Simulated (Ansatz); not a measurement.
# Work function of Ta(110): what the settings cost and change, part 2 of 2

Aim: the numerical settings behind the work function of Ta(110), with the cost of each.

Ansatz 0.2.0; plane-wave DFT, PBE, Ansatz PAW.

So far, work function, upper face (eV): step 2 (slab, setting cutoff 200 eV) 4.83; step 3 (slab) 4.79; step 4 (run) 4.79; step 5 (slab) 4.79; step 6 (other k-mesh, other cutoff) 4.92.

### Step 7. Run

input.yaml

```yaml
crystal:
  lattice:
    - [2.3405234457, -1.655, 0.0]
    - [2.3405234457, 1.655, 0.0]
    - [0.0, 0.0, 32.0431406744]
  atoms:
    - { symbol: Ta, position: [0.0, 0.0, 0.2808713444] }
    - { symbol: Ta, position: [0.5, 0.5, 0.3539142296] }
    - { symbol: Ta, position: [0.0, 0.0, 0.4269571148] }
    - { symbol: Ta, position: [0.5, 0.5, 0.5] }
    - { symbol: Ta, position: [0.0, 0.0, 0.5730428852] }
    - { symbol: Ta, position: [0.5, 0.5, 0.6460857704] }
    - { symbol: Ta, position: [0.0, 0.0, 0.7191286556] }
kpoints:
  mp_grid: { grid: [5, 5, 1] }
hamiltonian:
  xc: pbe
scf:
  occupations: { method: fermi_dirac, width: 0.1 }
  convergence: { dr2_threshold: 1.0e-09 }
efield:
  axis: 3
  dipole_correction: true
  ramp_position: 0.97
  ramp_width: 0.06
output:
  write_potential: true
  write_density: true
  volumetric_format: npy
```

Launch:

```
$ ansatz run input.yaml --threads 2 --pin off --max-ram 3072MiB --backend cpu --events-out ev --progress --plain --runs-dir out
```

Numbers of over 12 decimals in the logs are rounded to 6 here.

The program printed:

```text
[...]
Crystal: 7 atoms, lattice volume = 248.242 Å³
Basis set: ecut = 420 eV, 4877 PW (Γ)
Bands: 55, of which v1, the nominal top of the filled ones, is band 46 counted from 1 (45 counted from 0)
Symmetry: 4 space group operations
k-points: 9 of 25
[...]
k-point 0: bands = [... 42 lower, 7.3560, 7.3795, 7.4773, 7.7181, 7.8164, 7.8926, 7.9775, 8.1243, ... 5 higher]
  k-point 1: bands = [... 42 lower, 6.7404, 6.9386, 6.9838, 7.0649, 7.2095, 7.2381, 7.3525, 8.7023, ... 5 higher]
  k-point 2: bands = [... 42 lower, 6.6049, 6.8918, 6.9898, 7.4888, 7.6418, 7.9414, 8.0517, 10.2025, ... 5 higher]
  k-point 8: bands = [... 42 lower, 6.4879, 6.7501, 7.3452, 7.6457, 8.6046, 8.6519, 8.6910, 9.8631, ... 5 higher]
[key lines of the parts left out:]
SCF converged after 10 iterations
Free energy (F): -69523.504829 eV
Fermi energy:    7.312936 eV
Dipole field:    D = 0.000000 V/Å  (p = 0.000000 e·Å, saw-weighted, corrected)
Work function:   Φ+ = 4.7831 eV   Φ− = 4.7831 eV
```

Wall time 23 s (2 threads of Arm Neoverse N1, shared host); peak memory 0.48 GiB; 33 s of CPU time.

The work function is 4.783 eV, -0.006 eV from the run “cutoff 420 eV”, at 0.14 times its CPU time.

### Step 8. Run

Edit input.yaml of step 7 so:

```diff
@@ -14,3 +14,3 @@
 kpoints:
-  mp_grid: { grid: [5, 5, 1] }
+  mp_grid: { grid: [10, 10, 1] }
 hamiltonian:
```

The program printed:

```text
[...]
Crystal: 7 atoms, lattice volume = 248.242 Å³
Basis set: ecut = 420 eV, 4877 PW (Γ)
Bands: 55, of which v1, the nominal top of the filled ones, is band 46 counted from 1 (45 counted from 0)
Symmetry: 4 space group operations
k-points: 31 of 100
[...]
k-point 0: bands = [... 42 lower, 7.3749, 7.3944, 7.4982, 7.7318, 7.8472, 7.9125, 7.9920, 8.1425, ... 5 higher]
  k-point 1: bands = [... 42 lower, 7.0926, 7.2084, 7.4222, 7.6124, 7.6341, 7.7011, 8.0894, 8.0995, ... 5 higher]
  k-point 2: bands = [... 42 lower, 6.7585, 6.9606, 7.0005, 7.0852, 7.2278, 7.2642, 7.3735, 8.7098, ... 5 higher]
  k-point 30: bands = [... 42 lower, 7.2680, 7.7567, 8.4438, 9.0203, 9.1115, 9.2277, 9.4803, 9.8430, ... 5 higher]
[key lines of the parts left out:]
SCF converged after 10 iterations
Free energy (F): -69523.578278 eV
Fermi energy:    7.263259 eV
Dipole field:    D = -0.000000 V/Å  (p = -0.000000 e·Å, saw-weighted, corrected)
Work function:   Φ+ = 4.7987 eV   Φ− = 4.7987 eV
```

Elapsed: 68 s, on 2 threads; peak memory 0.7 GiB.

The work function is 4.799 eV, +0.010 eV from the run “cutoff 420 eV”, at 0.48 times its CPU time.

### Step 9. Slab

Edit input.yaml of step 8 so:

```diff
@@ -14,3 +14,3 @@
 kpoints:
-  mp_grid: { grid: [10, 10, 1] }
+  mp_grid: { grid: [22, 22, 1] }
 hamiltonian:
```

The program printed:

```text
[...]
Crystal: 7 atoms, lattice volume = 248.242 Å³
Basis set: ecut = 420 eV, 4877 PW (Γ)
Bands: 55, of which v1, the nominal top of the filled ones, is band 46 counted from 1 (45 counted from 0)
Symmetry: 4 space group operations
k-points: 133 of 484
[...]
k-point 0: bands = [... 42 lower, 7.3803, 7.3995, 7.5058, 7.7375, 7.8604, 7.9244, 7.9920, 8.1521, ... 5 higher]
  k-point 1: bands = [... 42 lower, 7.3118, 7.3517, 7.5066, 7.6928, 7.8444, 7.8947, 7.9560, 8.1674, ... 5 higher]
  k-point 2: bands = [... 42 lower, 7.1377, 7.2379, 7.4545, 7.6275, 7.6843, 7.7436, 8.0715, 8.1636, ... 5 higher]
  k-point 132: bands = [... 42 lower, 7.2694, 7.7632, 8.4459, 9.0253, 9.1143, 9.2238, 9.4777, 9.8461, ... 5 higher]
[key lines of the parts left out:]
SCF converged after 9 iterations
Free energy (F): -69523.578093 eV
Fermi energy:    7.270800 eV
Dipole field:    D = -0.000001 V/Å  (p = -0.000001 e·Å, saw-weighted, corrected)
Work function:   Φ+ = 4.7892 eV   Φ− = 4.7892 eV
```

It took 4.6 min on 2 threads; peak memory 1.8 GiB; 8.1 min of CPU time.

The work function is 4.789 eV, +0.000 eV from the run “cutoff 420 eV”, at 2.0 times its CPU time.

### Step 10. Slab

Edit input.yaml of step 9 so:

```diff
@@ -14,3 +14,3 @@
 kpoints:
-  mp_grid: { grid: [22, 22, 1] }
+  mp_grid: { grid: [15, 15, 1] }
 hamiltonian:
@@ -18,3 +18,3 @@
 scf:
-  occupations: { method: fermi_dirac, width: 0.1 }
+  occupations: { method: gaussian, width: 0.05 }
   convergence: { dr2_threshold: 1.0e-09 }
```

The program printed:

```text
[...]
Crystal: 7 atoms, lattice volume = 248.242 Å³
Basis set: ecut = 420 eV, 4877 PW (Γ)
Bands: 55, of which v1, the nominal top of the filled ones, is band 46 counted from 1 (45 counted from 0)
Symmetry: 4 space group operations
k-points: 64 of 225
[...]
k-point 0: bands = [... 42 lower, 7.3783, 7.3948, 7.4992, 7.7329, 7.8541, 7.9214, 7.9882, 8.1486, ... 5 higher]
  k-point 1: bands = [... 42 lower, 7.2371, 7.2984, 7.4900, 7.6522, 7.7904, 7.8206, 7.9879, 8.1807, ... 5 higher]
  k-point 2: bands = [... 42 lower, 7.0000, 7.1281, 7.3031, 7.4311, 7.5779, 7.5782, 7.8158, 8.2672, ... 5 higher]
  k-point 63: bands = [... 42 lower, 7.0470, 7.7198, 7.9928, 8.8153, 9.1358, 9.3483, 9.3514, 9.8713, ... 5 higher]
[key lines of the parts left out:]
SCF converged after 10 iterations
Free energy (F): -69523.424201 eV
Fermi energy:    7.258919 eV
Dipole field:    D = 0.000001 V/Å  (p = 0.000001 e·Å, saw-weighted, corrected)
Work function:   Φ+ = 4.8063 eV   Φ− = 4.8063 eV
```

Elapsed: 2.1 min, on 2 threads; peak memory 1.1 GiB; 3.7 min of CPU time.

The work function is 4.806 eV, +0.018 eV from the run “cutoff 420 eV”, at 0.94 times its CPU time.

### Step 11. Run

Edit input.yaml of step 10 so:

```diff
@@ -18,3 +18,3 @@
 scf:
-  occupations: { method: gaussian, width: 0.05 }
+  occupations: { method: methfessel_paxton, width: 0.2 }
   convergence: { dr2_threshold: 1.0e-09 }
```

The program printed:

```text
[...]
Crystal: 7 atoms, lattice volume = 248.242 Å³
Basis set: ecut = 420 eV, 4877 PW (Γ)
Bands: 55, of which v1, the nominal top of the filled ones, is band 46 counted from 1 (45 counted from 0)
Symmetry: 4 space group operations
k-points: 64 of 225
[...]
k-point 0: bands = [... 42 lower, 7.3775, 7.3950, 7.4982, 7.7319, 7.8555, 7.9222, 7.9870, 8.1499, ... 5 higher]
  k-point 1: bands = [... 42 lower, 7.2364, 7.2987, 7.4890, 7.6517, 7.7906, 7.8201, 7.9885, 8.1813, ... 5 higher]
  k-point 2: bands = [... 42 lower, 7.0002, 7.1282, 7.3023, 7.4296, 7.5782, 7.5792, 7.8151, 8.2668, ... 5 higher]
  k-point 63: bands = [... 42 lower, 7.0465, 7.7189, 7.9928, 8.8144, 9.1341, 9.3468, 9.3505, 9.8716, ... 5 higher]
[key lines of the parts left out:]
SCF converged after 10 iterations
Free energy (F): -69523.417975 eV
Fermi energy:    7.258651 eV
Dipole field:    D = 0.000000 V/Å  (p = 0.000000 e·Å, saw-weighted, corrected)
Work function:   Φ+ = 4.8078 eV   Φ− = 4.8078 eV
```

Wall time 2.4 min (2 threads); peak memory 1.1 GiB.

The work function is 4.808 eV, +0.019 eV from the run “cutoff 420 eV”, at 1.0 times its CPU time.

### Step 12. Slab

Edit input.yaml of step 11 so:

```diff
@@ -18,3 +18,3 @@
 scf:
-  occupations: { method: methfessel_paxton, width: 0.2 }
+  occupations: { method: fermi_dirac, width: 0.3 }
   convergence: { dr2_threshold: 1.0e-09 }
```

The program printed:

```text
band count auto-derived: 62 (N_el = 91.0; filled up to band 46; 55 by the electrons, moments and atoms)
[...]
Crystal: 7 atoms, lattice volume = 248.242 Å³
Basis set: ecut = 420 eV, 4877 PW (Γ)
Bands: 62, of which v1, the nominal top of the filled ones, is band 46 counted from 1 (45 counted from 0)
Symmetry: 4 space group operations
k-points: 64 of 225
[...]
k-point 0: bands = [... 42 lower, 7.3813, 7.4012, 7.5135, 7.7433, 7.8575, 7.9200, 7.9976, 8.1469, ... 12 higher]
  k-point 1: bands = [... 42 lower, 7.2423, 7.3046, 7.5040, 7.6605, 7.7928, 7.8297, 7.9928, 8.1827, ... 12 higher]
  k-point 2: bands = [... 42 lower, 7.0142, 7.1351, 7.3139, 7.4463, 7.5809, 7.5831, 7.8166, 8.2786, ... 12 higher]
  k-point 63: bands = [... 42 lower, 7.0522, 7.7232, 8.0009, 8.8195, 9.1676, 9.3552, 9.3741, 9.8741, ... 12 higher]
[key lines of the parts left out:]
SCF converged after 9 iterations
Free energy (F): -69524.745796 eV
Fermi energy:    7.358904 eV
Dipole field:    D = -0.000000 V/Å  (p = -0.000000 e·Å, saw-weighted, corrected)
Work function:   Φ+ = 4.6985 eV   Φ− = 4.6986 eV
```

The job ended after 2.5 min (2 threads; peak memory 1.2 GiB; 4.4 min of CPU time).

The work function is 4.699 eV, -0.090 eV from the run “cutoff 420 eV”, at 1.1 times its CPU time.

### Step 13. Slab

Edit input.yaml of step 12 so:

```diff
@@ -18,3 +18,3 @@
 scf:
-  occupations: { method: fermi_dirac, width: 0.3 }
+  occupations: { method: cold, width: 0.1 }
   convergence: { dr2_threshold: 1.0e-09 }
```

The program printed:

```text
[...]
Crystal: 7 atoms, lattice volume = 248.242 Å³
Basis set: ecut = 420 eV, 4877 PW (Γ)
Bands: 55, of which v1, the nominal top of the filled ones, is band 46 counted from 1 (45 counted from 0)
Symmetry: 4 space group operations
k-points: 64 of 225
[...]
k-point 0: bands = [... 42 lower, 7.3799, 7.3977, 7.5020, 7.7353, 7.8583, 7.9249, 7.9896, 8.1521, ... 5 higher]
  k-point 1: bands = [... 42 lower, 7.2387, 7.3013, 7.4927, 7.6549, 7.7931, 7.8228, 7.9915, 8.1837, ... 5 higher]
  k-point 2: bands = [... 42 lower, 7.0029, 7.1309, 7.3058, 7.4319, 7.5810, 7.5821, 7.8177, 8.2699, ... 5 higher]
  k-point 63: bands = [... 42 lower, 7.0493, 7.7221, 7.9952, 8.8172, 9.1366, 9.3493, 9.3534, 9.8740, ... 5 higher]
[key lines of the parts left out:]
SCF converged after 10 iterations
Free energy (F): -69523.419119 eV
Fermi energy:    7.264333 eV
Dipole field:    D = 0.000000 V/Å  (p = 0.000000 e·Å, saw-weighted, corrected)
Work function:   Φ+ = 4.7990 eV   Φ− = 4.7990 eV
```

Elapsed: 2.2 min, on 2 threads; peak memory 1.1 GiB; 3.9 min of CPU time.

The work function is 4.799 eV, +0.010 eV from the run “cutoff 420 eV”, at 0.99 times its CPU time.

### Step 14. Side by side

Times are for 2 threads of Arm Neoverse N1, shared host. The runs compared:

```
no.                            setting  work function, upper face (eV)     time  memory (GiB)
  1                      cutoff 200 eV                           4.834     55 s          0.52
  2                      cutoff 300 eV                           4.789     92 s          0.73
  3                      cutoff 420 eV                           4.789  2.3 min           1.1
  4                      cutoff 600 eV                           4.789  3.9 min           1.6
  5                           mesh 3x3                           4.917     13 s          0.43
  6                           mesh 5x5                           4.783     23 s          0.48
  7                         mesh 10x10                           4.799     68 s           0.7
  8                         mesh 22x22                           4.789  4.6 min           1.8
  9          Gaussian smearing 0.05 eV                           4.806  2.1 min           1.1
 10  methfessel_paxton smearing 0.2 eV                           4.808  2.4 min           1.1
 11        fermi_dirac smearing 0.3 eV                           4.699  2.5 min           1.2
 12               cold smearing 0.1 eV                           4.799  2.2 min           1.1
```

### Step 15. Varying the input

An input spoilt on purpose, to show how the run answers: it repeats the earlier run “cutoff 200 eV” with efield.ramp_width from 0.06 to 0.9, and scf.max_iter set to 75; its output block differs too.

Edit input.yaml of step 13 so:

```diff
@@ -18,4 +18,5 @@
 scf:
-  occupations: { method: cold, width: 0.1 }
+  occupations: { method: fermi_dirac, width: 0.1 }
   convergence: { dr2_threshold: 1.0e-09 }
+  max_iter: 75
 efield:
@@ -24,3 +25,5 @@
   ramp_position: 0.97
-  ramp_width: 0.06
+  ramp_width: 0.9
+basis:
+  ecutwfc: "200 eV"
 output:
```

The program printed:

```text
Warning: basis.ecutwfc = 200 eV is below the records' recommended 420 eV, and the density's cutoff is lower with it unless basis.ecutrho_ratio is high enough to keep the records' density cutoff: compare with a run at a higher cutoff
Engine: ansatz 0.2.0, aarch64-unknown-linux-gnu
Pseudopotentials: kind: paw
Pseudopotential: Ta, paw, valence charge 13, recommended cutoff 420 eV (normal), Ta.paw.azcp
Functional definition: PBE
  parameter kappa = 0.804
  parameter beta = 0.066725
  exchange = pbe_x(kappa = kappa, mu = beta*pi^2/3)
  correlation = pbe_c(beta = beta)
Crystal: 7 atoms, lattice volume = 248.242 Å³
Basis set: ecut = 200 eV, 1639 PW (Γ)
Bands: 55, of which v1, the nominal top of the filled ones, is band 46 counted from 1 (45 counted from 0)
Symmetry: 4 space group operations
k-points: 64 of 225
Non-local potential: Ta, projectors of the file, l = 0: 3, l = 1: 2, l = 2: 2, l = 3: 1
PAW form: soft (Blöchl's): semilocal exchange-correlation on the pseudo side does not see the compensation charge
PAW one-centre angular grid: Ta, 590 points (default); XC on 64 Gauss nodes
Initial density: superposition of atomic densities (neutral atoms: chi_scale 0, normalization atom), corrected by the library's trained network
Initial wavefunctions: pseudopotential atomic-orbital guess
Functional: x = pbe(κ = 0.804, μ = 0.219515), c = pbe(β = 0.066725)
Error: efield: ion 0 (Ta) at fractional coordinate 0.2809 along the field axis lies inside the sawtooth ramp with 2 of the planes that the density is read on at each end, [0.9567, 0.8833] — the ramp must sit in vacuum (an ion there feels the fictitious reversed slope); set or move the ramp (efield.ramp_position / ramp_width) or move the geometry
```

The job ended after 0.68 s (2 threads; peak memory 0.28 GiB).

The input was rejected at the start.

The program's message: “Error: efield: ion 0 (Ta) at fractional coordinate 0.2809 along the field axis lies inside the sawtooth ramp with 2 of the planes that the density is read on at each end, [0.9567, 0.8833] — the ramp m …”

The fault put into the input: a ramp so wide that it reaches the atoms.

### Step 16. Results

- work function, cutoff 420 eV: 4.789 eV
- work function, cutoff 600 eV: 4.789 eV
- work function, mesh 3x3: 4.917 eV
- work function, fermi_dirac smearing 0.3 eV: 4.699 eV

**Reading.** The run at the highest cutoff gives 4.79 eV, and the settings tried spread the value from 4.70 to 4.92 eV. Against 600 eV, a cutoff of 200 eV is off by +0.045 eV. Against 600 eV, a cutoff of 420 eV is off by -0.000 eV. Against the finest mesh, 22 points along a, the coarser ones are off by +0.13 (3), -0.01 (5) and +0.01 (10) eV. The smearing schemes and widths spread it over 0.11 eV. The ladder's slabs use the tabulated experimental lattice constant (two decimals; a low-temperature value for the alkali metals). In 1 run of the series (cutoff 200 eV) the program warns that electrons reach the sawtooth's ramp, which makes dipole and work function less sure.

Computed beside measured:

```
                                               quantity  measured    cutoff 600 eV
work function (clean (110) face, a compiled value) (eV)      4.74  4.79 (+0.05 eV)
```

Measured values from arxiv:1902.07811 (2019).

How well it matches: The work function is off by +0.05 eV: good agreement. The grades are ours: good and fair within 3 and 7 % for the work function. No cell relaxation is part of this session.

[Logs are printed without paths, hosts, clocks, repeated set-up lines and the standing remarks that a program may print on its own settings, such as how far it seeks lower states.]

[Hosts, paths, dates, database ids (printed as entryN), source tags and the programs' standing remarks are cut or masked in the printed files.]

[Maps of the electrostatic potential energy from Ansatz leave out the sawtooth potential of an applied field or a dipole correction, so their vacuum need not be flat; planar profiles and work functions include it.]
